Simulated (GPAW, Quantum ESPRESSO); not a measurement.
**F K-edge XANES of KF (Carobbiite, Fm-3m)**

Aim: the F K edge of KF (Carobbiite, Fm-3m) by two routes, a Lanczos recursion (XSpectra) and a sum over empty bands (GPAW), to see which features are robust.

Main program and level: Quantum ESPRESSO 7.5; core-hole supercells, plane-wave PAW PBE (first program; GPAW 26.7.0 follows as the second).

### Step 1. Starting point

Symmetry: Fm-3m, No. 225, cubic system. Conventional cell: a = 5.344 Å, b = 5.344 Å, c = 5.344 Å, α = 90.00°, β = 90.00°, γ = 90.00°. Nearest to K lie 6 F at 2.67 Å. Nearest to F lie 6 K at 2.67 Å. Farther neighbours and most contacts between anions are not listed.

### Step 2. The field without a hole (Quantum ESPRESSO)

A plain self-consistent run shows whether there is a gap, which decides the set-up of the core-hole run.

Contents of scf.in:

```
&control
   calculation='scf', prefix='x', pseudo_dir='../pp', outdir='tmp', tprnfor=.true.
/
&system
   ibrav=0, nat=2, ntyp=2, nbnd=12
   ecutwfc=57, ecutrho=360
   occupations='smearing', smearing='mv', degauss=0.015
/
&electrons
   conv_thr=2.0e-08, electron_maxstep=120
   mixing_beta=0.5
/
ATOMIC_SPECIES
K 1.0 K.pbe-spn-kjpaw.UPF
F3 1.0 F.pbe-n-kjpaw.UPF
CELL_PARAMETERS angstrom
  0.00000000 2.67185000 2.67185000
  2.67185000 0.00000000 2.67185000
  2.67185000 2.67185000 0.00000000
ATOMIC_POSITIONS crystal
K    0.00000000 0.00000000 0.00000000
F3   0.50000000 0.50000000 0.50000000
K_POINTS automatic
9 9 9 0 0 0
```

Contents of K.pbe-spn-kjpaw.ld1.in:

```
&input
   title='K', zed=19., rel=1, iswitch=3, dft='PBE',
   config='[Ar] 4s1 4p0 3d-1'
/
&inputp
   file_pseudopw='K.pbe-spn-kjpaw.UPF', author='',
   lpaw=.true.,
   pseudotype=3,
   lloc=-1,
   rcloc=1.5,
   which_augfun='PSQ',
   rmatch_augfun_nc=.true.,
   nlcc=.true.,
   new_core_ps=.true.,
   rcore=1.0,
   tm=.true.,
   lgipaw_reconstruction=.true., use_paw_as_gipaw=.true.
/
6
3S  1  0  2.00  0.00  1.20  1.30  0.0
4S  2  0  1.00  0.00  1.20  1.30  0.0
3P  2  1  6.00  0.00  1.40  1.60  0.0
4P  3  1  0.00  0.00  1.40  1.60  0.0
3D  3  2  0.00  0.05  1.20  1.70  0.0
3D  3  2  0.00  1.00  1.20  1.70  0.0
```

Contents of F.pbe-n-kjpaw.ld1.in:

```
&input
   title='F', zed=9., rel=1, iswitch=3, dft='PBE',
   config='[He] 2s2 2p5'
/
&inputp
   file_pseudopw='F.pbe-n-kjpaw.UPF', author='',
   lpaw=.true.,
   pseudotype=3,
   lloc=-1,
   rcloc=0.9,
   which_augfun='PSQ',
   rmatch_augfun_nc=.true.,
   nlcc=.true.,
   new_core_ps=.true.,
   rcore=0.7,
   tm=.true.,
   lgipaw_reconstruction=.true., use_paw_as_gipaw=.true.
/
4
2S  1  0  2.00  0.00  1.00  1.30  0.0
2S  1  0  0.00  0.40  1.00  1.30  0.0
2P  2  1  5.00  0.00  0.90  1.40  0.0
2P  2  1  0.00  0.15  0.90  1.40  0.0
```

Run with:

```
$ OMP_NUM_THREADS=1 mpirun --oversubscribe --bind-to none -np 4 pw.x -nk 4 -in scf.in > scf.out
```

What it wrote:

```text
     [... banner and references ...]
using ibrav=0 with symmetry is DISCOURAGED, use correct ibrav instead

     G-vector sticks info
     --------------------

     Using Slab Decomposition

     bravais-lattice index     =            0
     lattice parameter (alat)  =       7.1405  a.u.
     unit-cell volume          =     257.4322 (a.u.)^3
     number of atoms/cell      =            2
     number of atomic types    =            2
     number of electrons       =        16.00
     number of Kohn-Sham states=           12
     kinetic-energy cutoff     =      57.0000  Ry
     charge density cutoff     =     360.0000  Ry
     scf convergence threshold =      2.0E-08
     mixing beta               =       0.5000
     number of iterations used =            8  plain     mixing
     Exchange-correlation= SLA  PW   PBX  PBC
                           (   1   4   3   4   0   0   0)

     celldm(1)=   7.140456  celldm(2)=   0.000000  celldm(3)=   0.000000
     celldm(4)=   0.000000  celldm(5)=   0.000000  celldm(6)=   0.000000

     crystal axes: (cart. coord. in units of alat)
               a(1) = (   0.000000   0.707107   0.707107 )
               a(2) = (   0.707107   0.000000   0.707107 )
               a(3) = (   0.707107   0.707107   0.000000 )

     reciprocal axes: (cart. coord. in units 2 pi/alat)
               b(1) = ( -0.707107  0.707107  0.707107 )
               b(2) = (  0.707107 -0.707107  0.707107 )
               b(3) = (  0.707107  0.707107 -0.707107 )

     ../pp/K.pbe-spn-kjpaw.UPF
     Pseudo is Projector augmented-wave + core cor, Zval =  9.0
     Shape of augmentation charge: PSQ
     Using radial grid of 1165 points,  6 beta functions with:
                l(1) =   0
                l(2) =   0
                l(3) =   1
                l(4) =   1
                l(5) =   2
                l(6) =   2
     Q(r) pseudized with 0 coefficients

     ../pp/F.pbe-n-kjpaw.UPF
     Pseudo is Projector augmented-wave + core cor, Zval =  7.0
     Shape of augmentation charge: PSQ
     Using radial grid of 1105 points,  4 beta functions with:
                l(1) =   0
                l(2) =   0
                l(3) =   1
                l(4) =   1
     Q(r) pseudized with 0 coefficients

     atomic species   valence    mass     pseudopotential
     K                 9.00     1.00000     K ( 1.00)
     F3                7.00     1.00000     F ( 1.00)

     48 Sym. Ops., with inversion, found

   Cartesian axes

     site n.     atom                  positions (alat units)
         1        K      tau(   1) = (   0.0000000   0.0000000   0.0000000  )
         2        F3     tau(   2) = (   0.7071068   0.7071068   0.7071068  )

     number of k points=    35  Marzari-Vanderbilt smearing, width (Ry)=  0.0150
                       cart. coord. in units 2pi/alat
        k(    1) = (   0.0000000   0.0000000   0.0000000), wk =   0.0027435
        k(    2) = (   0.0785674   0.0785674  -0.0785674), wk =   0.0219479
        k(    3) = (   0.1571348   0.1571348  -0.1571348), wk =   0.0219479
        k(    4) = (   0.2357023   0.2357023  -0.2357023), wk =   0.0219479
        k(    5) = (   0.3142697   0.3142697  -0.3142697), wk =   0.0219479
[...]
k(   33) = (  -0.0785674  -0.5499719   0.7071068), wk =   0.0658436
        k(   34) = (  -0.0000000  -0.4714045   0.6285394), wk =   0.0658436
        k(   35) = (  -0.0785674  -0.3928371   0.7071068), wk =   0.0658436

     Dense  grid:    29627 G-vectors     FFT dimensions: (  45,  45,  45)

     Smooth grid:    15065 G-vectors     FFT dimensions: (  36,  36,  36)

     Initial potential from superposition of free atoms

     starting charge      15.9812, renormalised to      16.0000
     Starting wfcs are   12 randomized atomic wfcs
     Checking if some PAW data can be deallocated...

     per-process dynamical memory:    32.2 Mb

     Self-consistent Calculation

[...]
estimated scf accuracy    <       0.00408719 Ry

     iteration #  4     ecut=    57.00 Ry     beta= 0.50
     Davidson diagonalization with overlap
     ethr =  2.55E-05,  avg # of iterations =  6.8

     total energy              =    -172.61845457 Ry
     estimated scf accuracy    <       0.00015926 Ry

     iteration #  5     ecut=    57.00 Ry     beta= 0.50
     Davidson diagonalization with overlap
     ethr =  9.95E-07,  avg # of iterations =  4.5

     total energy              =    -172.61849429 Ry
     estimated scf accuracy    <       0.00001018 Ry

     iteration #  6     ecut=    57.00 Ry     beta= 0.50
     Davidson diagonalization with overlap
     ethr =  6.36E-08,  avg # of iterations =  2.0

     total energy              =    -172.61849620 Ry
     estimated scf accuracy    <       0.00000527 Ry

     iteration #  7     ecut=    57.00 Ry     beta= 0.50
     Davidson diagonalization with overlap
     ethr =  3.29E-08,  avg # of iterations =  2.0

     total energy              =    -172.61849729 Ry
     estimated scf accuracy    <       0.00000012 Ry

     iteration #  8     ecut=    57.00 Ry     beta= 0.50
     Davidson diagonalization with overlap
     ethr =  7.54E-10,  avg # of iterations =  2.2

     End of self-consistent calculation

          k = 0.0000 0.0000 0.0000 (  1893 PWs)   bands (ev):

   -24.6009 -17.1304  -7.8524  -7.8524  -7.8524   1.5246   1.5246   1.5246
     7.7009  12.2020  12.2020  12.2023

          k = 0.0786 0.0786-0.0786 (  1874 PWs)   bands (ev):

   -24.5900 -17.1404  -7.8850  -7.8567  -7.8567   1.4123   1.4825   1.4825
     8.0459  12.0005  12.3659  12.3660

          k = 0.1571 0.1571-0.1571 (  1889 PWs)   bands (ev):

   -24.5621 -17.1662  -7.9670  -7.8677  -7.8677   1.1573   1.3775   1.3775
     8.9410  11.6717  12.7906  12.7906

          k = 0.2357 0.2357-0.2357 (  1886 PWs)   bands (ev):

   -24.5301 -17.1958  -8.0591  -7.8799  -7.8799   0.9046   1.2614   1.2614
     9.9950  11.6112  13.2583  13.2583

          k = 0.3143 0.3143-0.3143 (  1877 PWs)   bands (ev):

   -24.5090 -17.2153  -8.1185  -7.8878  -7.8878   0.7548   1.1874   1.1874
    10.5509  12.0146  13.5272  13.5273

          k = 0.1571 0.0000-0.0000 (  1868 PWs)   bands (ev):

[...]
k =-0.2357-0.3928 0.3928 (  1872 PWs)   bands (ev):

[...]
k =-0.1571-0.3143 0.3143 (  1879 PWs)   bands (ev):

[...]
k =-0.0786-0.2357 0.2357 (  1884 PWs)   bands (ev):

[...]
k =-0.0000-0.1571 0.1571 (  1883 PWs)   bands (ev):

[...]
k =-0.1571-0.4714 0.4714 (  1862 PWs)   bands (ev):

[...]
k = 0.3143 0.1571-0.0000 (  1884 PWs)   bands (ev):

[...]
k = 0.3928 0.2357-0.0786 (  1884 PWs)   bands (ev):

[...]
k = 0.4714 0.1571-0.0000 (  1871 PWs)   bands (ev):

[...]
k =-0.0786-0.5500 0.7071 (  1854 PWs)   bands (ev):

   -24.4871 -17.1605  -8.3418  -8.0974  -8.0071   1.2693   1.3373   1.4371
    10.1277  11.8666  12.9039  14.9716

          k =-0.0000-0.4714 0.6285 (  1869 PWs)   bands (ev):

   -24.4839 -17.1690  -8.3148  -8.1362  -7.9734   1.1896   1.3333   1.3766
    10.5262  12.1197  12.5326  14.9745

          k =-0.0786-0.3928 0.7071 (  1874 PWs)   bands (ev):

   -24.4845 -17.1742  -8.2464  -8.2000  -7.9414   1.1157   1.3232   1.3762
    11.0101  11.4854  12.7459  14.9023

     the Fermi energy is     6.1464 ev

!    total energy              =    -172.61849732 Ry
     total all-electron energy =     -1404.269929 Ry
     estimated scf accuracy    <          1.2E-09 Ry
     smearing contrib. (-TS)   =      -0.00000000 Ry
     internal energy E=F+TS    =    -172.61849732 Ry

     The total energy is F=E-TS. E is the sum of the following terms:
     one-electron contribution =     -41.43912676 Ry
     hartree contribution      =      29.03623026 Ry
     xc contribution           =     -20.99780061 Ry
     ewald contribution        =     -72.62121304 Ry
     one-center paw contrib.   =     -66.59658716 Ry

     convergence has been achieved in   8 iterations

     Forces acting on atoms (cartesian axes, Ry/au):

     atom    1 type  1   force =     0.00000000   -0.00000000   -0.00000000
     atom    2 type  2   force =    -0.00000000    0.00000000    0.00000000

     Total force =     0.000000     Total SCF correction =     0.000000

     XML data file, charge density, pseudopotentials, collected wavefunctions

=------------------------------------------------------------------------------=
   JOB DONE.
=------------------------------------------------------------------------------=
```

Run time: 4.8 s. Hardware: 4 MPI ranks of Arm Neoverse V2, shared host; peak memory 0.08 GiB; 19 s of CPU time.

Absorbing atoms carry a label of their own (element plus a letter or digit), as the spectrum program needs them as separate species.

The mesh shows a gap of 6.18 eV, so the hole is first treated in a charged cell, without the excited electron.

### Step 3. Spectrum without a core hole, F atom 2 (Quantum ESPRESSO)

This cheap baseline ignores the attraction of the hole: it shows the absorber's empty states as they are in the ground state.

The absorber has 6 K at 2.67 Å (octahedral, site symmetry m-3m).

Contents of xspectra.in:

```
&input_xspectra
   calculation='xanes_dipole', edge='K'
   prefix='x', outdir='tmp', xiabs=2, xe0=4.6127
   xonly_plot=.false., x_save_file='xanes.sav'
   xniter=3000, xcheck_conv=20, xerror=0.005
   xcoordcrys=.false., xepsilon(1)=1, xepsilon(2)=0, xepsilon(3)=0
/
&plot
   xnepoint=413, xemin=-10, xemax=45, terminator=.true., cut_occ_states=.true.
   xgamma=0.4
/
&pseudos
   filecore='../F.wfc'
/
&cut_occ
   cut_desmooth=0.1, cut_stepl=0.05, cut_stepu=0.05, cut_ierror=1e-5
/
7 7 7 0 0 0
```

Run with:

```
$ OMP_NUM_THREADS=1 mpirun --oversubscribe --bind-to none -np 4 xspectra.x -nk 4 -in xspectra.in > xspectra.out
```

What it wrote:

```text
     [... banner and references ...]
Reading input_file

     calculation: xanes_dipole

     xepsilon  [cartesian coordinates]:   1.000000   0.000000   0.000000

     xonly_plot: FALSE
        => complete calculation: Lanczos + spectrum plot

     filecore (core-wavefunction file): ../F.wfc

     main plot parameters:
        cut_occ_states: TRUE
        gamma_mode:  constant
        -> using xgamma [eV]:  0.40
        xemin [eV]: -10.00
        xemax [eV]:  45.00
        xnepoint:  413
        xe0 [eV]:   4.612700 (energy zero read in input file)

[...]
Results of STEP 1 successfully written in x_save_file
     x_save_file name:
     ->  xanes.sav
     x_save_file version:  2

     ... End STEP 1 ...

     ... Begin STEP 2 ...

     The spectrum is calculated using the following parameters:
        xe0 [eV]:    4.6127
        the occupied states are elimintate from the spectrum
        xemin [eV]: -10.00
        xemax [eV]:  45.00
        xnepoint:  413
        constant broadening parameter [eV]:    0.400
        Core level energy [eV]:  -696.7
         (from electron binding energy of neutral atoms in X-ray data booklet)

     Cross-section successfully written in xanes.dat

     ... End STEP 2 ...

                                END JOB XSpectra
```

It took 18 s on 4 MPI ranks; peak memory 0.07 GiB.

The F K spectrum, F atom 2, no core hole (energy from the lowest empty level; intensity scaled to a mean of 1 over the first 20 eV; the points at xe0, where the cut of filled states can leave a spike, are interpolated):

| E (eV) | intensity |
| --- | --- |
| -2.0 | 0.04 |
| -1.0 | 0.06 |
| 0.0 | 0.10 |
| 1.0 | 0.24 |
| 2.0 | 0.63 |
| 3.0 | 1.84 |
| 4.0 | 1.27 |
| 5.0 | 1.06 |
| 6.0 | 1.54 |
| 7.0 | 1.73 |
| 8.0 | 1.00 |
| 9.0 | 0.88 |
| 10.0 | 0.68 |
| 11.0 | 0.91 |
| 12.0 | 0.84 |
| 13.0 | 0.49 |
| 14.0 | 0.42 |
| 15.0 | 0.54 |
| 16.0 | 0.68 |
| 17.0 | 0.86 |
| 18.0 | 1.24 |
| 19.0 | 1.96 |
| 20.0 | 1.51 |
| 21.0 | 1.07 |
| 22.0 | 0.58 |
| 23.0 | 0.43 |
| 24.0 | 0.54 |
| 25.0 | 0.84 |
| 26.0 | 0.77 |
| 27.0 | 0.88 |
| 28.0 | 0.99 |
| 29.0 | 0.70 |
| 30.0 | 0.49 |
| 31.0 | 0.53 |
| 32.0 | 0.55 |

Main maxima below 24 eV (height): 3.1 eV (1.88), 5.7 eV (1.71), 7.2 eV (1.73), 8.5 eV (1.09), 11.2 eV (0.97) and 18.7 eV (2.15). A K edge sees empty p states on the absorber.

### Step 4. Another broadening

The final state's lifetime shortens with energy, so measured features broaden above the edge; the saved Lanczos coefficients are redrawn with a width that grows.

Contents of xspectra_plot.in:

```
&input_xspectra
   calculation='xanes_dipole', edge='K'
   prefix='x', outdir='tmp', xiabs=2, xe0=4.6127
   xonly_plot=.true., x_save_file='xanes.sav'
   xniter=3000, xcheck_conv=20, xerror=0.005
   xcoordcrys=.false., xepsilon(1)=1, xepsilon(2)=0, xepsilon(3)=0
/
&plot
   xnepoint=413, xemin=-10, xemax=45, terminator=.true., cut_occ_states=.true.
   gamma_mode='variable', gamma_energy(1)=4, gamma_energy(2)=25, gamma_value(1)=0.3, gamma_value(2)=2.5
/
&pseudos
   filecore='../F.wfc'
/
&cut_occ
   cut_desmooth=0.1, cut_stepl=0.05, cut_stepu=0.05, cut_ierror=1e-5
/
7 7 7 0 0 0
```

Run with:

```
$ OMP_NUM_THREADS=1 xspectra.x -in xspectra_plot.in > xspectra_plot.out
```

What it wrote:

```text
     [... banner and references ...]
Reading input_file
     -------------------------------------------------------------------------

     calculation: xanes_dipole

     xonly_plot: TRUE
        => only the spectrum plot

     main plot parameters:
        cut_occ_states: TRUE
        gamma_mode:  variable
        -> first, constant up to point ( 4.00, 0.30) [eV]
        -> then, linear up to point (25.00, 2.50) [eV]
        -> finally, constant up to xemax
        xemin [eV]: -10.00
        xemax [eV]:  45.00
        xnepoint:  413
[...]
xemin [eV]: -10.00
        xemax [eV]:  45.00
        xnepoint:  413
        energy-dependent broadening parameter:
         -> first, constant up to point ( 4.00, 0.30) [eV]
         -> then, linear up to point (25.00, 2.50) [eV]
         -> finally, constant up to xemax
        Core level energy [eV]:  -696.7
         (from electron binding energy of neutral atoms in X-ray data booklet)

     Cross-section successfully written in xanes.dat

     -------------------------------------------------------------------------
                                END JOB XSpectra
     -------------------------------------------------------------------------
[key lines of the parts left out:]
Fermi level [eV]:   1.5246
```

Run time: 3 s. Hardware: 1 MPI rank; peak memory 0.05 GiB.

With a Lorentzian half width 0.3 eV up to 4 eV, rising linearly to 2.5 eV at 25 eV (counted from xe0, 3.1 eV below the zero used here), the maxima are 3.1 eV (1.79), 6.7 eV (1.53) and 19.0 eV (1.21).

### Step 5. Reference energy of the supercell (Quantum ESPRESSO)

The photon energy needs a difference of total energies, so the cell and mesh of the coming hole run are first run without a hole.

Contents of scf.in:

```
&control
   calculation='scf', prefix='x', pseudo_dir='../pp', outdir='tmp', tprnfor=.true.
/
&system
   ibrav=0, nat=12, ntyp=2, nbnd=52
   ecutwfc=57, ecutrho=360
   occupations='fixed'
/
&electrons
   conv_thr=1.2e-07, electron_maxstep=120
   mixing_beta=0.5
/
ATOMIC_SPECIES
K 1.0 K.pbe-spn-kjpaw.UPF
F 1.0 F.pbe-n-kjpaw.UPF
CELL_PARAMETERS angstrom
  2.67185000 5.34370000 2.67185000
  2.67185000 -5.34370000 2.67185000
  2.67185000 -2.67185000 -5.34370000
ATOMIC_POSITIONS crystal
K    0.00000000 0.00000000 0.00000000
K    0.66666667 0.00000000 0.33333333
K    0.50000000 0.50000000 0.00000000
K    0.33333333 0.00000000 0.66666667
K    0.16666667 0.50000000 0.33333333
K    0.83333333 0.50000000 0.66666667
F    0.75000000 0.25000000 0.00000000
F    0.41666667 0.25000000 0.33333333
F    0.25000000 0.75000000 0.00000000
F    0.08333333 0.25000000 0.66666667
F    0.91666667 0.75000000 0.33333333
F    0.58333333 0.75000000 0.66666667
K_POINTS automatic
4 3 4 0 0 0
```

Run with:

```
$ OMP_NUM_THREADS=1 mpirun --oversubscribe --bind-to none -np 4 pw.x -nk 4 -in scf.in > scf.out
```

What it wrote:

```text
     [... banner and references ...]
[banner, memory and clock lines left out]
Found identity + ( -0.3333  0.0000  0.3333) symmetry
     This is a supercell, fractional translations are disabled
     using ibrav=0 with symmetry is DISCOURAGED, use correct ibrav instead

     G-vector sticks info

     bravais-lattice index     =            0
     lattice parameter (alat)  =      12.3676  a.u.
     unit-cell volume          =    1544.5930 (a.u.)^3
     number of atoms/cell      =           12
[...]
atom    2 type  1   force =    -0.00000266    0.00000000    0.00000266
     atom    3 type  1   force =     0.00000000    0.00000000    0.00000000
[...]
atom   11 type  2   force =    -0.00000179    0.00000194   -0.00000168
     atom   12 type  2   force =    -0.00000168    0.00000194   -0.00000179

     Total force =     0.000009     Total SCF correction =     0.000008
     SCF correction compared to forces is large: reduce conv_thr to get better values

     XML data file, charge density, pseudopotentials, collected wavefunctions
[key lines of the parts left out:]
!    total energy              =   -1035.71097632 Ry
convergence has been achieved in  10 iterations
```

Elapsed: 63 s, on 4 MPI ranks; peak memory 0.38 GiB.

Reference energy: -114636.394 eV with the cores included.

(Part 1 of 4 ends here.)

[Banner, clock and machine lines of the logs are left out without a mark of their own.]

[Logs are printed without paths, hosts, clocks, repeated set-up lines and the standing remarks that a program may print on its own settings, such as how far it seeks lower states.]

[Hosts, paths, dates, database ids (printed as entryN), source tags and the programs' standing remarks are cut or masked in the printed files.]

[Lists of maxima count a maximum above −3 eV only where it reaches 4 % of the highest in the window and stands out from its surroundings by 2 % of it (1.5 % where it reaches 55 %); shoulders and weaker maxima are passed over, and of the rest the first, up to two pre-edge ones and the few strongest are named.]
